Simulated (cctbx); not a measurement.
# What is wrong with this refinement?

Cell a = 4.6020 Å, b = 17.3790 Å, c = 9.4180 Å, α = 90.00°, β = 90.00°, γ = 90.00°; space group Cmcm (no. 63).

The data are simulated with cctbx, not measured: Ag Kα, λ = 0.56087 Å, to d = 0.7 Å, 95 % of the full sphere, strongest reflection 70000 counts, noise from counting, a 1.5 % proportional error and a noise floor of 8 counts (s.d.); no absorption.

An anisotropic refinement with weights 1/σ² prints:

```text
Rint 0.012, 39 unique reflections to 2.01 A
cycle     R1     wR2    GooF  max shift (A)
   1  0.0109  0.0232   3.494   0.00822
   2  0.0042  0.0070   1.055   0.00003
final R1 0.0042 wR2 0.0070 GooF 1.055  parameters 28  data/parameter 1.4
atom        x        y        z      Ueq    occ   su(xyz)  su(Uiso or U11)
Pb1    0.50000  0.05055  0.25000   0.0143  1.000  0.00011  0.0030
Nd1    0.00000  0.00000  0.00000   0.0103  1.000  0.00000  0.0029
Nd2    0.00000  0.20488  0.25000   0.0108  1.000  0.00013  0.0040
Cd1    0.00000  0.39337  0.25000   0.0141  1.000  0.00018  0.0042
Cd2    0.00000  0.18215  0.88553   0.0143  1.000  0.00029  0.0047
Zn1    0.00000  0.34644  0.98746   0.0262  1.000  0.00035  0.0047
difference map: max 0.10 min -0.07 rms 0.03
Q1    0.0000  0.1351  0.0652    8    0.10  1.88 A from Cd2
Q2    0.0000  0.3082  0.7500    4    0.09  2.31 A from Nd2
Q3    0.0000  0.4478  0.7500    4    0.06  0.03 A from Pb1
Q4    0.0000  0.0183  0.2500    4    0.05  2.37 A from Pb1
Q5    0.0000  0.1449  0.7500    4    0.05  1.43 A from Cd2
```

Q: Accept it or mend it, and why?

Mend it. The fault: data cut at low resolution. Against the right model at the same level, R1 goes from 0.0072 to 0.0042 and GooF from 0.94 to 1.05. The atoms are right, but there are too few data for the parameters: R1 flatters and the s.u.s grow. Data per parameter fall from 24.2 to 1.4.

The compound is Nd2Zn2Cd3Pb. The right model at the same level gives:

```text
Rint 0.018, 678 unique reflections to 0.70 A
cycle     R1     wR2    GooF  max shift (A)
   1  0.0366  0.0795   5.406   0.00386
   2  0.0072  0.0139   0.944   0.00000
final R1 0.0072 wR2 0.0139 GooF 0.944  parameters 28  data/parameter 24.2
atom        x        y        z      Ueq    occ   su(xyz)  su(Uiso or U11)
Pb1    0.50000  0.05059  0.25000   0.0118  1.000  0.00001  0.0001
Nd1    0.00000  0.00000  0.00000   0.0080  1.000  0.00000  0.0001
Nd2    0.00000  0.20479  0.25000   0.0078  1.000  0.00001  0.0001
Cd1    0.00000  0.39349  0.25000   0.0130  1.000  0.00002  0.0001
Cd2    0.00000  0.18219  0.88601   0.0125  1.000  0.00002  0.0001
Zn1    0.00000  0.34631  0.98791   0.0234  1.000  0.00004  0.0002
difference map: max 0.68 min -0.54 rms 0.15
Q1    0.0000  0.1092  0.0180    8    0.68  1.78 A from Cd2
Q2    0.0000  0.4919  0.7500    4    0.62  0.74 A from Pb1
Q3    0.1407  0.3352  0.6492   16    0.59  1.46 A from Zn1
Q4    0.0000  0.1176  0.6484    8    0.56  1.17 A from Cd2
Q5    0.0000  0.0624  0.0285    8    0.52  1.12 A from Nd1
Q6    0.1105  0.4458  0.2500    8    0.50  1.04 A from Cd1
```

Isotropic U is held between 0.0001 and 1 Å² by the program, and listed peak heights are interpolated, so they can pass the grid's maximum.

This is a model crystal, built by substitution and not relaxed, with assumed displacement parameters.

[Middle refinement cycles are left out of these outputs.]

[Logs are printed without paths, hosts, clocks, repeated set-up lines and the standing remarks that a program may print on its own settings, such as how far it seeks lower states.]
